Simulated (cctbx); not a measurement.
# Accept or mend?

Cell a = 4.0670 Å, b = 4.0670 Å, c = 37.9350 Å, α = 90.00°, β = 90.00°, γ = 120.00°; space group R-3m (no. 166). The compound is Bi4Mo3.

Simulated single-crystal data (cctbx): Mo Kα, λ = 0.71073 Å, to d = 0.84 Å, 80 % of the full sphere, strongest reflection 70000 counts, noise from counting, a 6 % proportional error and a noise floor of 15 counts (s.d.); no absorption, and some extinction, which the refinements don't model.

An anisotropic refinement with weights 1/σ² prints:

```text
Rint 0.046, 163 unique reflections to 0.84 A
cycle     R1     wR2    GooF  max shift (A)
   1  0.5407  0.7654  22.805   0.04579
   5  0.4582  0.6239  18.588   0.00048
final R1 0.4582 wR2 0.6239 GooF 18.588  parameters 8  data/parameter 20.4
atom        x        y        z      Ueq    occ   su(xyz)  su(Uiso or U11)
Bi1    0.66667  0.33333  0.18495  -0.0055  1.000  0.00031  0.0047  NPD
Bi2    0.00000  0.00000  0.28137  -0.0022  1.000  0.00034  0.0053  NPD
Mo1    0.00000  0.00000  0.00000   0.0957  1.000  0.00000  0.0577
difference map: max 349.21 min -41.91 rms 24.51
Q1    0.0000  0.0000  0.2847    6  356.49  0.13 A from Bi2
Q2    0.0000  0.0000  0.1453    6  340.23  0.12 A from Bi1
Q3    0.0000  0.0000  0.4256    6  287.53  2.80 A from Bi2
Q4    0.0000  0.0000  0.0000    3  244.55  0.00 A from Mo1
Q5    0.0000  0.0000  0.2306    6   22.13  1.93 A from Bi2
Q6    0.0000  0.0000  0.3419    6   21.41  2.29 A from Bi2
```

Q: Accept it or mend it, and why?

Mend it. The fault: an atom left out, Mo at (1/3, 2/3, 0.2415). Against the right model at the same level, R1 goes from 0.0118 to 0.4582 and GooF from 0.85 to 18.59, the top difference peak, 356.5 e/Å³, lies on Bi2 and Bi1 and Bi2 go non-positive-definite. Q3 is the missing atom. With scattering power missing, scale and phases suffer, so peaks may also grow on the heavy atoms.

The compound is Bi4Mo3. The right model at the same level gives:

```text
Rint 0.046, 163 unique reflections to 0.84 A
cycle     R1     wR2    GooF  max shift (A)
   1  0.0178  0.0525   1.580   0.00105
   2  0.0118  0.0284   0.854   0.00000
final R1 0.0118 wR2 0.0284 GooF 0.854  parameters 11  data/parameter 14.8
atom        x        y        z      Ueq    occ   su(xyz)  su(Uiso or U11)
Bi1    0.66667  0.33333  0.18611   0.0061  1.000  0.00001  0.0002
Bi2    0.00000  0.00000  0.28271   0.0086  1.000  0.00001  0.0002
Mo1    0.33333  0.66667  0.24156   0.0063  1.000  0.00002  0.0003
Mo2    0.00000  0.00000  0.00000   0.0058  1.000  0.00000  0.0003
difference map: max 0.86 min -1.51 rms 0.25
Q1    0.0000  0.0000  0.0874    6    0.87  2.27 A from Bi1
Q2    0.0000  0.5000  0.0000    9    0.82  2.03 A from Mo2
Q3    0.0054  0.5027  0.4318   18    0.73  2.05 A from Mo1
Q4    0.0000  0.0000  0.5000    3    0.71  2.46 A from Bi1
Q5    0.0000  0.0000  0.2282    6    0.68  2.07 A from Bi2
Q6    0.0086  0.5043  0.1397   18    0.65  2.05 A from Bi1
```

This is a model crystal, built by substitution and not relaxed, with assumed displacement parameters.

[Middle refinement cycles are left out of these outputs.]

[Logs are printed without paths, hosts, clocks, repeated set-up lines and the standing remarks that a program may print on its own settings, such as how far it seeks lower states.]
